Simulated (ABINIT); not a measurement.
# Nb (Im-3m): phonons by linear response, part 2 of 3

How does Nb (Im-3m) vibrate, and is this structure a minimum?

ABINIT 10.8.3; DFT LDA, scalar-relativistic, plane waves, PseudoDojo norm-conserving pseudopotentials.

So far. Step 3 (Relaxing the cell and atoms): The volume changes by -6.9 % in this run and stands -6.9 % from the first cell. Step 4 (Self-consistent run for the response): The cell stands at -0.61 GPa: the relaxation ran with a smoothed and higher cutoff, and the difference is a stress of the finite basis. The relaxed cell has a = 3.250 Å (conventional setting).

The database entry behind the starting cell differs from later determinations by our own check (about 0.8 % long, hydrogen-cycled sample), so it need not match the best structure at ambient conditions.

**5. Zone-centre response**

At q = 0 one unit cell holds all displacements. The response is solved for single atoms along the cell's directions, and symmetry skips those that follow from others. The crystal is treated as a metal, which screens a static field, so no field response is asked.

Contents of dfpt_gamma.abi:

```

# common to the responses
getwfk_filepath "gso_WFK"
kptopt 2
nqpt 1
qpt 0.0 0.0 0.0
asr 0
chneut 0

# displacements
rfphon 1
rfatpol 1 1
rfdir 1 1 1
tolvrs 1.0d-10
prtwf 0
prtpot 1

# basis, mesh and filling
ecut 37.0
ngkpt 12 12 12
nshiftk 1
shiftk 0.0 0.0 0.0
istwfk *1
occopt 7
tsmear 0.01
nband 12
nstep 100
diemac 1000000.0
prtebands 0
prtgsr 0

# cell and atoms
acell 5.318134443 5.318134443 5.318134443
rprim 
    -0.5773502692 0.5773502692 0.5773502692
    0.5773502692 -0.5773502692 0.5773502692
    0.5773502692 0.5773502692 -0.5773502692
ntypat 1
znucl 41
natom 1
typat 1
xred 
    0.0 0.0 0.0
pp_dirpath "./pseudo"
pseudos "Nb.upf"
```

The run is started by

```sh
OMP_NUM_THREADS=1 mpirun -n 8 abinit dfpt_gamma.abi > dfpt_gamma.log
```

Numbers of over 12 decimals in the logs are rounded to 6 here.

dfpt_gamma.abo, the main output file:

```text
[banners, grids, parts of the stress and lines that vanish by symmetry left out]
- input  file    -> dfpt_gamma.abi
- output file    -> dfpt_gamma.abo
- root for input  files -> dfpt_gammai
- root for output files -> dfpt_gammao

 Symmetries : space group Im -3 m (#229); Bravais cI (body-center cubic)
================================================================================
 Values of the parameters that define the memory need of the present run (RF).
     intxc =       0      iscf =       7    lmnmax =       6     lnmax =       6
     mgfft =      30  mpssoang =       3    mqgrid =    3001     natom =       1
  nloc_mem =       1    nspden =       1   nspinor =       1    nsppol =       1
      nsym =      48    n1xccc =    2501    ntypat =       1    occopt =       7
   xclevel =       1
-    mband =          12        mffmem =           1         mkmem =         109
-   mkqmem =         109        mk1mem =         109           mpw =        1264
      nfft =       27000          nkpt =         868
- my_mband =          12
================================================================================
================================================================================

--------------------------------------------------------------------------------
------------- Echo of variables that govern the present computation ------------
--------------------------------------------------------------------------------
-
- outvars: echo of selected default values
-   iomode0 =  0 , fftalg0 =312 , wfoptalg0 =  0
-
- outvars: echo of global parameters not present in the input file
-  max_nthreads =    1
-
 -outvars: echo values of preprocessed input variables --------
            acell      5.3181344430E+00  5.3181344430E+00  5.3181344430E+00 Bohr
              amu      9.29063800E+01
              asr           0
           chneut           0
             ecut      3.70000000E+01 Hartree
-          fftalg         312
           istwfk        1    0    0    0    0    0    1    0    0    0
                         0    0    0    0    0    0    0    0    0    0
                         0    0    0    0    0    0    0    0    0    0
                         0    0    0    0    0    0    0    0    0    0
                         0    0    0    0    0    0    0    0    0    0
                       outvar_i_n : Printing only first  50 k-points.
              ixc       -1012
              kpt      0.00000000E+00  0.00000000E+00  0.00000000E+00
                       8.33333333E-02  0.00000000E+00  0.00000000E+00
                       1.66666667E-01  0.00000000E+00  0.00000000E+00
                       2.50000000E-01  0.00000000E+00  0.00000000E+00
                       [...]
                       outvar_i_n : Printing only first  50 k-points.
           kptopt           2
         kptrlatt       12    0    0      0   12    0      0    0   12
          kptrlen      6.38176133E+01
P           mkmem         109
P          mkqmem         109
P          mk1mem         109
            natom           1
            nband          12
           nbdbuf           2
            ngfft          30      30      30
             nkpt         868
             nqpt           1
            nstep         100
             nsym          48
           ntypat           1
              occ      2.000000  2.000000  2.000000  2.000000  2.000000  2.000000
                       1.000000  0.000000  0.000000  0.000000  0.000000  0.000000
                       2.000000  2.000000  2.000000  2.000000  2.000000  2.000000
                       1.000000  0.000000  0.000000  0.000000  0.000000  0.000000
                       [...]
                       prtocc : prtvol=0, do not print more k-points.
           occopt           7
        optdriver           1
        prtebands           0
           prtgsr           0
           prtpot           1
            prtwf           0
           rfphon           1
            rprim     -5.7735026920E-01  5.7735026920E-01  5.7735026920E-01
                       5.7735026920E-01 -5.7735026920E-01  5.7735026920E-01
                       5.7735026920E-01  5.7735026920E-01 -5.7735026920E-01
          spgroup         229
           symrel      1  0  0   0  1  0   0  0  1      -1  0  0   0 -1  0   0  0 -1
                      -1 -1 -1   0  0  1   0  1  0       1  1  1   0  0 -1   0 -1  0
                       0  1  0   1  0  0  -1 -1 -1       0 -1  0  -1  0  0   1  1  1
                       0  0  1  -1 -1 -1   1  0  0       0  0 -1   1  1  1  -1  0  0
                       [...]
           tolvrs      1.00000000E-10
            typat      1
              wtk        0.00058    0.00116    0.00116    0.00116    0.00116    0.00116
                         0.00058    0.00116    0.00116    0.00116    0.00116    0.00116
                         0.00116    0.00116    0.00116    0.00116    0.00116    0.00116
                         0.00116    0.00116    0.00116    0.00116    0.00116    0.00116
                       [...]
                       outvars : Printing only first  50 k-points.
            znucl       41.00000

================================================================================

 chkinp: Checking input parameters for consistency.

================================================================================
== DATASET  1 ==================================================================
-   mpi_nproc: 8, omp_nthreads: 1 (-1 if OMP is not activated)

--- !DatasetInfo
iteration_state: {dtset: 1, }
dimensions: {natom: 1, nkpt: 868, mband: 12, nsppol: 1, nspinor: 1, nspden: 1, mpw: 1264, }
cutoff_energies: {ecut:  37.0, pawecutdg:  -1.0, }
electrons: {nelect:   1.30000000E+01, charge:   0.00000000E+00, occopt:   7.00000000E+00, tsmear:   1.00000000E-02, }
meta: {optdriver: 1, rfphon: 1, }
...

 mkfilename: getwfk from: gso_WFK

 Real(R)+Recip(G) space primitive vectors, cartesian coordinates (Bohr,Bohr^-1):
 R(1)= -3.0704264  3.0704264  3.0704264  G(1)=  0.0000000  0.1628438  0.1628438
 R(2)=  3.0704264 -3.0704264  3.0704264  G(2)=  0.1628438  0.0000000  0.1628438
 R(3)=  3.0704264  3.0704264 -3.0704264  G(3)=  0.1628438  0.1628438  0.0000000
 Unit cell volume ucvol=  1.1578600E+02 bohr^3
 Angles (23,13,12)=  1.09471221E+02  1.09471221E+02  1.09471221E+02 degrees
 setup1 : take into account q-point for computing boxcut.

 getcut: wavevector=  0.0000  0.0000  0.0000  ngfft=  30  30  30
         ecut(hartree)=     37.000   => boxcut(ratio)=   2.06014

--- Pseudopotential description ------------------------------------------------
- pspini: atom type   1  psp file is ./pseudo/Nb.upf

   2.03025273E+02                                ecore*ucvol(ha*bohr**3)
--------------------------------------------------------------------------------

 ==>  initialize data related to q vector <==

 The list of irreducible perturbations for this q vector is:
    1)    idir= 1    ipert=   1

================================================================================

 The perturbation idir=   2  ipert=   1 is
 symmetric of a previously calculated perturbation.
 So, its SCF calculation is not needed.

 The perturbation idir=   3  ipert=   1 is
 symmetric of a previously calculated perturbation.
 So, its SCF calculation is not needed.

--------------------------------------------------------------------------------
 Perturbation wavevector (in red.coord.)   0.000000  0.000000  0.000000
 Perturbation : displacement of atom   1   along direction   1
 Found     6 symmetries that leave the perturbation invariant.
 symkpt : the number of k-points, thanks to the symmetries,
 is reduced to   189 .

--------------------------------------------------------------------------------

--------------------------------------------------------------------------------

 dfpt_looppert : total number of electrons, from k and k+q
  fully or partially occupied states are    1.300000E+01 and    1.300000E+01.
 Initialisation of the first-order wave-functions :
  ireadwf=   0

--- !BeginCycle
iteration_state: {dtset: 1, }
solver: {iscf: 7, nstep: 100, nline: 4, wfoptalg: 0, }
tolerances: {tolvrs: 1.00E-10, }
...

     iter   2DEtotal(Ha)        deltaE(Ha) residm    vres2
-ETOT  1  0.528046     -1.532E+03 8.010E+00 6.032E+02
 ETOT  2  1.10413970728018E-02 -5.170E-01 5.749E-02 1.686E+01
 ETOT  3  5.47834617862009E-04 -1.049E-02 2.920E-04 1.604E+00
 ETOT  4 -2.10859405626707E-04 -7.587E-04 5.271E-05 1.235E-03
 ETOT  5 -2.11541389319336E-04 -6.820E-07 1.776E-06 6.061E-06
 ETOT  6 -2.11543924990565E-04 -2.536E-09 6.882E-08 1.199E-08
 ETOT  7 -2.11543945454196E-04 -2.046E-11 5.083E-09 8.186E-11

 At SCF step    7       vres2   =  8.19E-11 < tolvrs=  1.00E-10 =>converged.
================================================================================

 ----iterations are completed or convergence reached----

 Mean square residual over all n,k,spin=   36.729E-13; max=  50.826E-10

 Thirteen components of 2nd-order total energy (hartree) are
 1,2,3: 0th-order hamiltonian combined with 1st-order wavefunctions
     kin0=   1.21679317E+03 eigvalue=   5.15883216E+01  local=  -9.52430738E+02
 4,5,6: 1st-order hamiltonian combined with 1st and 0th-order wfs
 loc psp =  -1.37496310E+03  Hartree=   3.51213057E+02     xc=  -8.11296325E+01
 note that "loc psp" includes a xc core correction that could be resolved
 7,8,9: eventually, occupation + non-local contributions
    edocc=   2.11378615E+02     enl0=   7.35279691E+02   enl1=  -1.69042186E+03
 1-9 gives the relaxation energy (to be shifted if some occ is /=2.0)
   erelax=  -1.53269248E+03
 10,11,12 Non-relaxation  contributions : frozen-wavefunctions and Ewald
 fr.local=   6.82301175E+02 fr.nonlo=   8.45210917E+02  Ewald=   0.00000000E+00
 13,14 Frozen wf xc core corrections (1) and (2)
 frxc 1  =  -1.30185259E+02  frxc 2 =   1.35365440E+02
 Resulting in :
 2DEtotal=   -0.2115439455E-03 Ha. Also 2DEtotal=   -0.575640400775E-02 eV
    (2DErelax=   -1.5326924835E+03 Ha. 2DEnonrelax=    1.5326922720E+03 Ha)
    (  non-var. 2DEtotal :   -2.1111161533E-04 Ha)

================================================================================

 ---- first-order wavefunction calculations are completed ----

 ==> Compute Derivative Database <==

  2nd-order matrix (non-cartesian coordinates, masses not included,
   asr not included )
     j1       j2             matrix element
  dir pert dir pert     real part     imaginary part

   1    1   1    1        -0.0002111120         0.0000000000
   1    1   2    1         0.0000703707         0.0000000000
   1    1   3    1         0.0000703707         0.0000000000
   1    1   2    3         0.0000000000         0.0000000000
   1    1   3    3         0.0000000000         0.0000000000

   2    1   1    1         0.0000703707         0.0000000000
   2    1   2    1        -0.0002111120         0.0000000000
   2    1   3    1         0.0000703707         0.0000000000
   2    1   1    3         0.0000000000         0.0000000000
   2    1   3    3         0.0000000000         0.0000000000

   3    1   1    1         0.0000703707         0.0000000000
   3    1   2    1         0.0000703707         0.0000000000
   3    1   3    1        -0.0002111120         0.0000000000
   3    1   1    3         0.0000000000         0.0000000000
   3    1   2    3         0.0000000000         0.0000000000

   1    3   2    1         0.0000000000         0.0000000000
   1    3   3    1         0.0000000000         0.0000000000

   2    3   1    1         0.0000000000         0.0000000000
   2    3   3    1         0.0000000000         0.0000000000

   3    3   1    1         0.0000000000         0.0000000000
   3    3   2    1         0.0000000000         0.0000000000

  Dynamical matrix, in cartesian coordinates,
   if specified in the inputs, asr has been imposed
     j1       j2             matrix element
  dir pert dir pert     real part    imaginary part

   1    1   1    1        -0.0000074644         0.0000000000
   1    1   2    1        -0.0000000000         0.0000000000
   1    1   3    1        -0.0000000000         0.0000000000

   2    1   1    1        -0.0000000000         0.0000000000
   2    1   2    1        -0.0000074644         0.0000000000
   2    1   3    1        -0.0000000000         0.0000000000

   3    1   1    1        -0.0000000000         0.0000000000
   3    1   2    1        -0.0000000000         0.0000000000
   3    1   3    1        -0.0000074644         0.0000000000

  Phonon wavevector (reduced coordinates) :  0.00000  0.00000  0.00000
 Phonon energies in Hartree :
  -6.638872E-06 -6.638872E-06 -6.638872E-06
 Phonon frequencies in cm-1    :
- -1.457064E+00 -1.457064E+00 -1.457064E+00

== END DATASET(S) ==============================================================
================================================================================

 -outvars: echo values of variables after computation
            acell      5.3181344430E+00  5.3181344430E+00  5.3181344430E+00 Bohr
           etotal     -2.1154394545E-04
            fcart      0.0000000000E+00  0.0000000000E+00  0.0000000000E+00
           strten      0.0000000000E+00  0.0000000000E+00  0.0000000000E+00
================================================================================
```

Elapsed: 8.3 s, on 8 MPI ranks of Intel Xeon Platinum 8488C (Sapphire Rapids), shared host.

With one atom there are acoustic modes alone, which should vanish; they come out at 1.46 cm⁻¹ in size, the error that the sum rule removes later.

**6. Linear response on the mesh**

Linear response treats each wavevector of the 4×4×4 mesh in the unit cell; the first-order potentials are kept for the electron-phonon matrix elements.

Contents of dfpt_q.abi:

```
ndtset 7

# wavevectors
qpt1 0.25 0.0 0.0
qpt2 0.5 0.0 0.0
qpt3 0.25 0.25 0.0
qpt4 0.25 0.25 0.25
qpt5 -0.25 0.25 0.25
qpt6 0.5 0.5 0.25
qpt7 0.5 0.5 0.5

# displacements
getwfk_filepath "gso_WFK"
getwfq_filepath "gso_WFK"
kptopt 3
nqpt 1
rfphon 1
rfatpol 1 1
rfdir 1 1 1
tolvrs 1.0d-10
prtwf 0
prtpot 1

# basis, mesh and filling
ecut 37.0
ngkpt 12 12 12
nshiftk 1
shiftk 0.0 0.0 0.0
istwfk *1
occopt 7
tsmear 0.01
nband 12
nstep 100
diemac 1000000.0
prtebands 0
prtgsr 0

# cell and atoms
acell 5.318134443 5.318134443 5.318134443
rprim 
    -0.5773502692 0.5773502692 0.5773502692
    0.5773502692 -0.5773502692 0.5773502692
    0.5773502692 0.5773502692 -0.5773502692
ntypat 1
znucl 41
natom 1
typat 1
xred 
    0.0 0.0 0.0
pp_dirpath "./pseudo"
pseudos "Nb.upf"
```

The run is started by

```sh
OMP_NUM_THREADS=1 mpirun -n 8 abinit dfpt_q.abi > dfpt_q.log
```

dfpt_q.abo, the main output file:

```text
[banners, grids, parts of the stress and lines that vanish by symmetry left out]
- input  file    -> dfpt_q.abi
- output file    -> dfpt_q.abo
- root for input  files -> dfpt_qi
[...]
DATASET    1 : space group Im -3 m (#229); Bravais cI (body-center cubic)
[...]
nfft =       27000          nkpt =        1728
[...]
DATASET    2 : space group Im -3 m (#229); Bravais cI (body-center cubic)
[...]
nfft =       27000          nkpt =        1728
[...]
DATASET    3 : space group Im -3 m (#229); Bravais cI (body-center cubic)
[...]
nfft =       27000          nkpt =        1728
[...]
DATASET    4 : space group Im -3 m (#229); Bravais cI (body-center cubic)
[...]
nfft =       27000          nkpt =        1728
[...]
DATASET    5 : space group Im -3 m (#229); Bravais cI (body-center cubic)
[...]
nfft =       27000          nkpt =        1728
[...]
DATASET    6 : space group Im -3 m (#229); Bravais cI (body-center cubic)
[...]
nfft =       27000          nkpt =        1728
[...]
DATASET    7 : space group Im -3 m (#229); Bravais cI (body-center cubic)
[...]
nfft =       27000          nkpt =        1728
[...]
== DATASET  1 ==================================================================
[...]
cutoff_energies: {ecut:  37.0, pawecutdg:  -1.0, }
[...]
Perturbation : displacement of atom   1   along direction   1
[...]
-ETOT  1   42.266293407020     -1.823E+03 8.147E+00 8.862E+05
 ETOT  2   300.82923770497      2.586E+02 8.923E-01 6.480E+06
 ETOT  3   1.802668     -2.990E+02 5.700E-01 2.996E+03
 ETOT  4   1.647458     -1.552E-01 2.004E-03 2.040E+00
 ETOT  5   1.647208     -2.506E-04 8.102E-05 5.478E-03
[...]
At SCF step   12       vres2   =  2.83E-13 < tolvrs=  1.00E-10 =>converged.
[...]
Perturbation : displacement of atom   1   along direction   2
[...]
-ETOT  1   1.413292     -1.544E+03 7.954E+00 5.612E+02
[...]
At SCF step   11       vres2   =  5.94E-11 < tolvrs=  1.00E-10 =>converged.
[...]
Phonon wavevector (reduced coordinates) :  0.25000  0.00000  0.00000
 Phonon energies in Hartree :
[...]
Phonon frequencies in cm-1    :
-  7.359669E+01  1.034484E+02  1.487904E+02
[...]
== DATASET  2 ==================================================================
[...]
cutoff_energies: {ecut:  37.0, pawecutdg:  -1.0, }
[...]
- 41.00000  13.00000  180309                  znucl, zion, pspdat
[...]
Perturbation : displacement of atom   1   along direction   1
[...]
-ETOT  1   5.705298     -1.700E+03 8.661E+00 9.421E+01
[...]
ETOT  7   5.327789     -1.126E-07 3.964E-07 6.034E-08
 ETOT  8   5.327789     -3.251E-11 7.163E-08 6.446E-11
 At SCF step    8       vres2   =  6.45E-11 < tolvrs=  1.00E-10 =>converged.
[...]
Phonon wavevector (reduced coordinates) :  0.50000  0.50000  0.50000
 Phonon energies in Hartree :
[...]
Phonon frequencies in cm-1    :
-  2.314705E+02  2.314705E+02  2.314705E+02
[...]
fcart7     0.0000000000E+00  0.0000000000E+00  0.0000000000E+00
       
================================================================================
```

Wall time 11 min (8 MPI ranks).

Read from the output:

```
lowest mode on the q mesh (acoustic ones at the zone centre apart) : 73.6 cm⁻¹
```

Frequencies (cm⁻¹) before the sum rule at the irreducible wavevectors but Γ, which is solved apart; negative means imaginary. Frequencies by wavevector:

| q (fractions) | star | mode 1 | mode 2 | mode 3 |
| --- | --- | --- | --- | --- |
| 0.25 0 0 | 12 | 73.6 | 103.5 | 148.8 |
| 0.5 0 0 | 6 | 151.5 | 174.4 | 200.3 |
| 0.25 0.25 0 | 24 | 136 | 137.7 | 211.2 |
| 0.25 0.25 0.25 | 2 | 182.9 | 182.9 | 182.9 |
| -0.25 0.25 0.25 | 6 | 115.2 | 115.2 | 211.5 |
| 0.5 0.5 0.25 | 12 | 152.6 | 198.3 | 208.5 |
| 0.5 0.5 0.5 | 1 | 231.5 | 231.5 | 231.5 |

(Part 2 of 3 ends here.)

[Host names and launcher messages were left out of these logs when they were recorded.]

[Logs are printed without paths, hosts, clocks, repeated set-up lines and the standing remarks that a program may print on its own settings, such as how far it seeks lower states.]

[Hosts, paths, dates, database ids (printed as entryN), source tags and the programs' standing remarks are cut or masked in the printed files.]
